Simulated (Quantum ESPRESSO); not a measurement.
## Constrained canting in Cobalt

Aim: the energy of Cobalt as two sets of moments turn from parallel to opposed.

Program: Quantum ESPRESSO 7.5. Level of theory: LDA; plane waves with GBRV 1.5 LDA potentials, no spin-orbit coupling. Values are calculated unless marked as measured.

**1. The system as given**

The structure is hexagonal, space group P6_3/mmc (No. 194). The conventional cell has a = 2.507 Å, b = 2.507 Å, c = 4.070 Å, α = 90.00°, β = 90.00°, γ = 120.00°. Co has 12 Co at 2.50 to 2.51 Å nearest.

**2. The collinear order that defines the sublattices**

Typed as antiferro +-. 

pw.in reads:

```
&CONTROL
  calculation = 'scf'
  prefix = 'pwscf'
  outdir = './tmp'
  pseudo_dir = './pseudo'
  disk_io = 'nowf'
/
&SYSTEM
  ibrav = 0
  nat = 2
  ntyp = 2
  ecutwfc = 34
  ecutrho = 238
  nbnd = 24
  occupations = 'smearing'
  smearing = 'fd'
  degauss = 0.00999582
  nspin = 2
  starting_magnetization(1) = 0.1176
  starting_magnetization(2) = -0.1176
/
&ELECTRONS
  conv_thr = 2d-08
  electron_maxstep = 150
  mixing_beta = 0.3
/
ATOMIC_SPECIES
Co1    58.9332 co_lda_v1.2.uspp.F.UPF
Co2    58.9332 co_lda_v1.2.uspp.F.UPF
CELL_PARAMETERS bohr
   4.7382992849    0.0000000000    0.0000000000
  -2.3691496424    4.1034875514    0.0000000000
   0.0000000000    0.0000000000    7.6909963546
ATOMIC_POSITIONS crystal
Co1     0.3333333333    0.6666666667    0.2500000000
Co2     0.6666666667    0.3333333333    0.7500000000
K_POINTS automatic
8 8 4 0 0 0
```

On the command line:

```console
$ OMP_NUM_THREADS=1 mpirun -n 4 pw.x -nk 4 -in pw.in > pw.out
```

Standard output:

```text
Program PWSCF v.7.5 starts

     Message from routine setup:
     using ibrav=0 with symmetry is DISCOURAGED, use correct ibrav instead

     K-points division:     npool     =       4
     Subspace diagonalization in iterative solution of the eigenvalue problem:

     G-vector sticks info
     --------------------
     sticks:   dense  smooth     PW     G-vecs:    dense   smooth      PW
     Sum         367     211     73                 9319     3995     785

     Using Slab Decomposition

     bravais-lattice index     =            0
     lattice parameter (alat)  =       4.7383  a.u.
     unit-cell volume          =     149.5403 (a.u.)^3
     number of atoms/cell      =            2
     number of atomic types    =            2
     number of electrons       =        34.00
     number of Kohn-Sham states=           24
     kinetic-energy cutoff     =      34.0000  Ry
     charge density cutoff     =     238.0000  Ry
     scf convergence threshold =      2.0E-08
     mixing beta               =       0.3000
     number of iterations used =            8  plain     mixing
     Exchange-correlation= SLA  PZ   NOGX NOGC
                           (   1   1   0   0   0   0   0)

     celldm(1)=   4.738299  celldm(2)=   0.000000  celldm(3)=   0.000000
     celldm(4)=   0.000000  celldm(5)=   0.000000  celldm(6)=   0.000000

     crystal axes: (cart. coord. in units of alat)
               a(1) = (   1.000000   0.000000   0.000000 )
               a(2) = (  -0.500000   0.866025   0.000000 )
               a(3) = (   0.000000   0.000000   1.623155 )

     reciprocal axes: (cart. coord. in units 2 pi/alat)
               b(1) = (  1.000000  0.577350 -0.000000 )
               b(2) = (  0.000000  1.154701  0.000000 )
               b(3) = (  0.000000 -0.000000  0.616084 )

     PseudoPot. # 1 for Co read from file:
     co_lda_v1.2.uspp.F.UPF
     Pseudo is Ultrasoft + core correction, Zval = 17.0
     Generated by new atomic code, or converted to UPF format
     Using radial grid of  863 points,  6 beta functions with:
                l(1) =   0
                l(2) =   0
                l(3) =   1
                l(4) =   1
                l(5) =   2
                l(6) =   2
     Q(r) pseudized with  8 coefficients,  rinner =    1.200   1.200   1.200
                                                       1.200   1.200

     PseudoPot. # 2 for Co read from file:
     co_lda_v1.2.uspp.F.UPF
     Pseudo is Ultrasoft + core correction, Zval = 17.0
     Generated by new atomic code, or converted to UPF format
     Using radial grid of  863 points,  6 beta functions with:
                l(1) =   0
                l(2) =   0
                l(3) =   1
                l(4) =   1
                l(5) =   2
                l(6) =   2
     Q(r) pseudized with  8 coefficients,  rinner =    1.200   1.200   1.200
                                                       1.200   1.200

     atomic species   valence    mass     pseudopotential
     Co1              17.00    58.93320     Co( 1.00)
     Co2              17.00    58.93320     Co( 1.00)

     Starting magnetic structure
     atomic species   magnetization
     Co1             0.118
     Co2            -0.118

     12 Sym. Ops. (no inversion) found ( 6 have fractional translation)

   Cartesian axes

     site n.     atom                  positions (alat units)
         1        Co1    tau(   1) = (  -0.0000000   0.5773503   0.4057889  )
         2        Co2    tau(   2) = (   0.5000000   0.2886751   1.2173666  )

     number of k points=    30  Fermi-Dirac smearing, width (Ry)=  0.0100
                       cart. coord. in units 2pi/alat
        k(    1) = (   0.0000000   0.0000000   0.0000000), wk =   0.0039062
        k(    2) = (   0.0000000   0.0000000   0.1540210), wk =   0.0078125
        k(    3) = (   0.0000000   0.0000000  -0.3080420), wk =   0.0039062
        k(    4) = (   0.0000000   0.1443376   0.0000000), wk =   0.0234375
        k(    5) = (   0.0000000   0.1443376   0.1540210), wk =   0.0468750
        [... 25 further k-points ...]

     Dense  grid:     9319 G-vectors     FFT dimensions: (  24,  24,  40)

     Smooth grid:     3995 G-vectors     FFT dimensions: (  18,  18,  30)

     Check: negative core charge=   -0.000036
     Generating pointlists ...
     new r_m :   0.4108 (alat units)  1.9467 (a.u.) for type    1
     new r_m :   0.4108 (alat units)  1.9467 (a.u.) for type    2

     Initial potential from superposition of free atoms

     starting charge      32.0000, renormalised to      34.0000
     Starting wfcs are   26 randomized atomic wfcs

     Self-consistent Calculation

     iteration #  1     ecut=    34.00 Ry     beta= 0.30
     Davidson diagonalization with overlap
     ethr =  1.00E-02,  avg # of iterations =  3.6

     total energy              =    -593.42434945 Ry
     estimated scf accuracy    <      14.82655083 Ry

     total magnetization       =     0.00 Bohr mag/cell
     absolute magnetization    =     1.90 Bohr mag/cell

     iteration #  2     ecut=    34.00 Ry     beta= 0.30
     Davidson diagonalization with overlap
     ethr =  1.00E-02,  avg # of iterations =  2.4

     total energy              =    -596.52106816 Ry
     estimated scf accuracy    <       0.64980135 Ry

     total magnetization       =     0.00 Bohr mag/cell
     absolute magnetization    =     2.72 Bohr mag/cell

     iteration #  3     ecut=    34.00 Ry     beta= 0.30
     Davidson diagonalization with overlap
     ethr =  1.91E-03,  avg # of iterations =  1.5

     total energy              =    -596.63518565 Ry
     estimated scf accuracy    <       0.01173151 Ry

     total magnetization       =    -0.00 Bohr mag/cell
     absolute magnetization    =     2.71 Bohr mag/cell

     [... further iterations left out ...]

     iteration # 16     ecut=    34.00 Ry     beta= 0.30
     Davidson diagonalization with overlap
     ethr =  1.40E-10,  avg # of iterations =  1.0

     total energy              =    -596.64149839 Ry
     estimated scf accuracy    <       0.00000005 Ry

     total magnetization       =    -0.00 Bohr mag/cell
     absolute magnetization    =     1.60 Bohr mag/cell

     iteration # 17     ecut=    34.00 Ry     beta= 0.30
     Davidson diagonalization with overlap
     ethr =  1.36E-10,  avg # of iterations =  2.0

     total energy              =    -596.64149853 Ry
     estimated scf accuracy    <       0.00000003 Ry

     total magnetization       =    -0.00 Bohr mag/cell
     absolute magnetization    =     1.59 Bohr mag/cell

     iteration # 18     ecut=    34.00 Ry     beta= 0.30
     Davidson diagonalization with overlap
     ethr =  1.01E-10,  avg # of iterations =  2.1

     total energy              =    -596.64149869 Ry
     estimated scf accuracy    <       0.00000004 Ry

     total magnetization       =    -0.00 Bohr mag/cell
     absolute magnetization    =     1.60 Bohr mag/cell

     iteration # 19     ecut=    34.00 Ry     beta= 0.30
     Davidson diagonalization with overlap
     ethr =  1.01E-10,  avg # of iterations =  2.0

     Magnetic moment per site  (integrated on atomic sphere of radius R)
     atom   1 (R=0.411)  charge= 15.6225  magn=  0.7838
     atom   2 (R=0.411)  charge= 15.6225  magn= -0.7840

     End of self-consistent calculation

     [... lines left out ...]
     the Fermi energy is    17.5003 ev

!    total energy              =    -596.64149877 Ry
     estimated scf accuracy    <          1.1E-09 Ry
     smearing contrib. (-TS)   =      -0.02221593 Ry
     internal energy E=F+TS    =    -596.61928284 Ry

     The total energy is F=E-TS. E is the sum of the following terms:
     one-electron contribution =    -313.71867513 Ry
     hartree contribution      =     177.66566401 Ry
     xc contribution           =     -64.31491163 Ry
     ewald contribution        =    -396.25136009 Ry

     total magnetization       =    -0.00 Bohr mag/cell
     absolute magnetization    =     1.60 Bohr mag/cell

     convergence has been achieved in  19 iterations

=------------------------------------------------------------------------------=
   JOB DONE.
=------------------------------------------------------------------------------=
```

The job ended after 6 s (4 MPI ranks of Arm Neoverse V2, shared host; peak memory 0.24 GiB).

Spin moment in the atom's sphere by atom:

```csv
atom,spin moment in the atom's sphere (μB)
Co1,0.784
Co2,-0.784
```

This step gave:

```
smearing term TS       : 0.3023 eV
magnetization          : 0 μB
absolute magnetization : 1.597 μB
final state            : antiferromagnetic
```

**3. Angle 0°, lambda 1 Ry**

The two sets tilt by half the angle to either side of z. A penalty pulls the polar angle of each moment to the typed one; its size and its azimuth are free.

pw.in: that of step 2 with these lines changed.

```diff
@@ -13,3 +13,3 @@
   ecutrho = 238
-  nbnd = 24
+  nbnd = 48
   occupations = 'smearing'
@@ -17,5 +17,11 @@
   degauss = 0.00999582
-  nspin = 2
-  starting_magnetization(1) = 0.1176
-  starting_magnetization(2) = -0.1176
+  noncolin = .true.
+  starting_magnetization(1) = 0.0461
+  angle1(1) = 0
+  angle2(1) = 0
+  starting_magnetization(2) = 0.0461
+  angle1(2) = 0
+  angle2(2) = 180
+  constrained_magnetization = 'atomic direction'
+  lambda = 1
 /
```

Standard output:

```text
[banner, memory and clock lines left out]
Program PWSCF v.7.5 starts

     Message from routine setup:
     using ibrav=0 with symmetry is DISCOURAGED, use correct ibrav instead

     bravais-lattice index     =            0
     lattice parameter (alat)  =       4.7383  a.u.
     unit-cell volume          =     149.5403 (a.u.)^3
     number of atoms/cell      =            2
     number of atomic types    =            2
     number of electrons       =        34.00
     number of Kohn-Sham states=           48
     kinetic-energy cutoff     =      34.0000  Ry
     charge density cutoff     =     238.0000  Ry
     scf convergence threshold =      2.0E-08
     mixing beta               =       0.3000
     number of iterations used =            8  plain     mixing
     Exchange-correlation= SLA  PZ   NOGX NOGC
                           (   1   1   0   0   0   0   0)
     Noncollinear calculation without spin-orbit

     [... lines left out ...]
     PseudoPot. # 1 for Co read from file:
     co_lda_v1.2.uspp.F.UPF
     Pseudo is Ultrasoft + core correction, Zval = 17.0

     PseudoPot. # 2 for Co read from file:
     co_lda_v1.2.uspp.F.UPF
     Pseudo is Ultrasoft + core correction, Zval = 17.0

     atomic species   valence    mass     pseudopotential
     Co1              17.00    58.93320     Co( 1.00)
     Co2              17.00    58.93320     Co( 1.00)

     12 Sym. Ops. (no inversion) found ( 6 have fractional translation)

   Cartesian axes

     site n.     atom                  positions (alat units)
         1        Co1    tau(   1) = (  -0.0000000   0.5773503   0.4057889  )
         2        Co2    tau(   2) = (   0.5000000   0.2886751   1.2173666  )

     number of k points=    45  Fermi-Dirac smearing, width (Ry)=  0.0100

     Dense  grid:     9319 G-vectors     FFT dimensions: (  24,  24,  40)

     Smooth grid:     3995 G-vectors     FFT dimensions: (  18,  18,  30)

     Check: negative core charge=   -0.000036
     Generating pointlists ...
     new r_m :   0.4108 (alat units)  1.9467 (a.u.) for type    1
     new r_m :   0.4108 (alat units)  1.9467 (a.u.) for type    2

     Initial potential from superposition of free atoms

     starting charge      32.0000, renormalised to      34.0000
     constraint energy (Ry) =      0.00000000

     atom number    1 relative position :   -0.0000   0.5774   0.4058
     charge :    16.113782  (integrated on a sphere of radius 0.411)
     magnetization :          0.000000    0.000000    0.742845
     magnetization/charge:    0.000000    0.000000    0.046100
     polar coord.: r, theta, phi [deg] :     0.742845    0.000000  360.000000
     constrained theta [deg] :     0.000001

     atom number    2 relative position :    0.5000   0.2887   1.2174
     charge :    16.113782  (integrated on a sphere of radius 0.411)
     magnetization :          0.000000    0.000000    0.742845
     magnetization/charge:    0.000000    0.000000    0.046100
     polar coord.: r, theta, phi [deg] :     0.742845    0.000000  360.000000
     constrained theta [deg] :     0.000001

     Starting wfcs are   52 randomized atomic wfcs

     Self-consistent Calculation

     iteration #  1     ecut=    34.00 Ry     beta= 0.30
     Davidson diagonalization with overlap
     ethr =  1.00E-02,  avg # of iterations =  3.4
     constraint energy (Ry) =      0.00000000

     total energy              =    -593.38198641 Ry
     estimated scf accuracy    <      14.90548841 Ry

     total magnetization       =     0.00    -0.00     0.93 Bohr mag/cell
     absolute magnetization    =     0.95 Bohr mag/cell
     lambda                    =       1.00 Ry

     [... further iterations left out ...]

     iteration # 14     ecut=    34.00 Ry     beta= 0.30
     Davidson diagonalization with overlap
     ethr =  8.06E-10,  avg # of iterations =  2.0
     constraint energy (Ry) =      0.00000000

     atom number    1 relative position :   -0.0000   0.5774   0.4058
     charge :    15.620504  (integrated on a sphere of radius 0.411)
     magnetization :          0.000000    0.000000    1.680927
     magnetization/charge:    0.000000    0.000000    0.107610
     polar coord.: r, theta, phi [deg] :     1.680927    0.000000  360.000000
     constrained theta [deg] :     0.000001

     atom number    2 relative position :    0.5000   0.2887   1.2174
     charge :    15.620515  (integrated on a sphere of radius 0.411)
     magnetization :         -0.000000    0.000000    1.680856
     magnetization/charge:   -0.000000    0.000000    0.107606
     polar coord.: r, theta, phi [deg] :     1.680856    0.000000  360.000000
     constrained theta [deg] :     0.000001

     End of self-consistent calculation

     [... lines left out ...]
     the Fermi energy is    17.5743 ev

!    total energy              =    -596.66855451 Ry
     estimated scf accuracy    <          6.5E-09 Ry
     smearing contrib. (-TS)   =      -0.00906300 Ry
     internal energy E=F+TS    =    -596.65949151 Ry

     The total energy is F=E-TS. E is the sum of the following terms:
     one-electron contribution =    -313.77789756 Ry
     hartree contribution      =     177.80284938 Ry
     xc contribution           =     -64.43308324 Ry
     ewald contribution        =    -396.25136009 Ry

     total magnetization       =     0.00     0.00     3.24 Bohr mag/cell
     absolute magnetization    =     3.50 Bohr mag/cell
     lambda                    =       1.00 Ry

     convergence has been achieved in  14 iterations
```

The job ended after 13 s (4 MPI ranks; peak memory 0.28 GiB).

Spin moment in the atom's sphere by atom:

```csv
atom,x (μB),y (μB),z (μB),size
Co1,0.00,0.00,1.68,1.68
Co2,0.00,0.00,1.68,1.68
```

Numbers from this step:

```yaml
smearing_term_ts: 0.1233 eV
magnetization: 0, 0, 3.245 μB
absolute_magnetization: 3.498 μB
penalty_energy: 0 meV
final_state: ferromagnetic
```

**4. Angle 30°, lambda 1 Ry**

pw.in: that of step 3 with these lines changed.

```diff
@@ -19,6 +19,6 @@
   starting_magnetization(1) = 0.0461
-  angle1(1) = 0
+  angle1(1) = 14.999
   angle2(1) = 0
   starting_magnetization(2) = 0.0461
-  angle1(2) = 0
+  angle1(2) = 14.999
   angle2(2) = 180
```

Standard output:

```text
     [... lines left out ...]
Program PWSCF v.7.5 starts
     [... lines left out ...]
     number of atoms/cell      =            2
     [... lines left out ...]
     number of electrons       =        34.00
     number of Kohn-Sham states=           48
     kinetic-energy cutoff     =      34.0000  Ry
     charge density cutoff     =     238.0000  Ry
     scf convergence threshold =      2.0E-08
     [... lines left out ...]
     Noncollinear calculation without spin-orbit
     [... lines left out ...]
      2 Sym. Ops. (no inversion) found ( 1 have fractional translation)
     [... lines left out ...]
     number of k points=   144  Fermi-Dirac smearing, width (Ry)=  0.0100
     [... lines left out ...]
     iteration # 18     ecut=    34.00 Ry     beta= 0.30
     [... lines left out ...]
     constraint energy (Ry) =      0.00070455
     atom number    1 relative position :   -0.0000   0.5774   0.4058
     [... lines left out ...]
     magnetization :          0.291683    0.000000    1.648265
     [... lines left out ...]
     atom number    2 relative position :    0.5000   0.2887   1.2174
     [... lines left out ...]
     magnetization :         -0.291704    0.000000    1.648269
     [... lines left out ...]
     the Fermi energy is    17.5750 ev
!    total energy              =    -596.66739573 Ry
     estimated scf accuracy    <          3.3E-10 Ry
     smearing contrib. (-TS)   =      -0.00935238 Ry
     [... lines left out ...]
     total magnetization       =    -0.00     0.00     3.18 Bohr mag/cell
     absolute magnetization    =     3.49 Bohr mag/cell
     [... lines left out ...]
     convergence has been achieved in  18 iterations
```

Run time: 46 s. Hardware: 4 MPI ranks; peak memory 0.36 GiB.

Spin moment in the atom's sphere by atom:

```csv
atom,x (μB),y (μB),z (μB),size
Co1,0.29,0.00,1.65,1.67
Co2,-0.29,0.00,1.65,1.67
```

Read from the output:

```yaml
smearing_term_ts: 0.1272 eV
magnetization: 0, 0, 3.182 μB
absolute_magnetization: 3.485 μB
penalty_energy: 9.586 meV
final_state: non-collinear
```

**5. Angle 60°, lambda 1 Ry**

pw.in: that of step 4 with these lines changed.

```diff
@@ -19,6 +19,6 @@
   starting_magnetization(1) = 0.0461
-  angle1(1) = 14.999
+  angle1(1) = 29.999
   angle2(1) = 0
   starting_magnetization(2) = 0.0461
-  angle1(2) = 14.999
+  angle1(2) = 29.999
   angle2(2) = 180
```

Standard output:

```text
     [... lines left out ...]
Program PWSCF v.7.5 starts
     [... lines left out ...]
     number of atoms/cell      =            2
     [... lines left out ...]
     number of electrons       =        34.00
     number of Kohn-Sham states=           48
     kinetic-energy cutoff     =      34.0000  Ry
     charge density cutoff     =     238.0000  Ry
     scf convergence threshold =      2.0E-08
     [... lines left out ...]
     Noncollinear calculation without spin-orbit
     [... lines left out ...]
      2 Sym. Ops. (no inversion) found ( 1 have fractional translation)
     [... lines left out ...]
     number of k points=   144  Fermi-Dirac smearing, width (Ry)=  0.0100
     [... lines left out ...]
     iteration # 19     ecut=    34.00 Ry     beta= 0.30
     [... lines left out ...]
     constraint energy (Ry) =      0.00050326
     atom number    1 relative position :   -0.0000   0.5774   0.4058
     [... lines left out ...]
     magnetization :          0.759477   -0.000000    1.420667
     [... lines left out ...]
     atom number    2 relative position :    0.5000   0.2887   1.2174
     [... lines left out ...]
     magnetization :         -0.759429    0.000000    1.420654
     [... lines left out ...]
     the Fermi energy is    17.5803 ev
!    total energy              =    -596.66024782 Ry
     estimated scf accuracy    <          2.4E-09 Ry
     smearing contrib. (-TS)   =      -0.01183684 Ry
     [... lines left out ...]
     total magnetization       =     0.00    -0.00     2.74 Bohr mag/cell
     absolute magnetization    =     3.35 Bohr mag/cell
     [... lines left out ...]
     convergence has been achieved in  19 iterations
```

The job ended after 51 s (4 MPI ranks; peak memory 0.36 GiB; 3.4 min of CPU time).

Numbers from this step:

| Property | Result |
| --- | --- |
| smearing term TS | 0.1610 eV |
| magnetization | 0, 0, 2.743 μB |
| absolute magnetization | 3.353 μB |
| penalty energy | 6.847 meV |
| final state | non-collinear |
| largest moment | 1.611 μB |

(Continued in part 2 of 2.)

[Long decimals in the printed logs are rounded to 6 places.]

[Logs and program files are shortened in this print: banners, set-up blocks, solver, clock and traceback lines can be left out without a mark of their own.]

[Logs are printed without paths, hosts, clocks, repeated set-up lines and the standing remarks that a program may print on its own settings, such as how far it seeks lower states.]

[Hosts, paths, dates, database ids (printed as entryN), source tags and the programs' standing remarks are cut or masked in the printed files.]

[Where the starting crystal was built by hand or by swapping elements, it need not be the compound's stable phase.]

[Where a cell is said to come from a database of computed structures, the database is the Materials Project.]

[Lattice constants that a cell's source calls measured were typed from memory.]
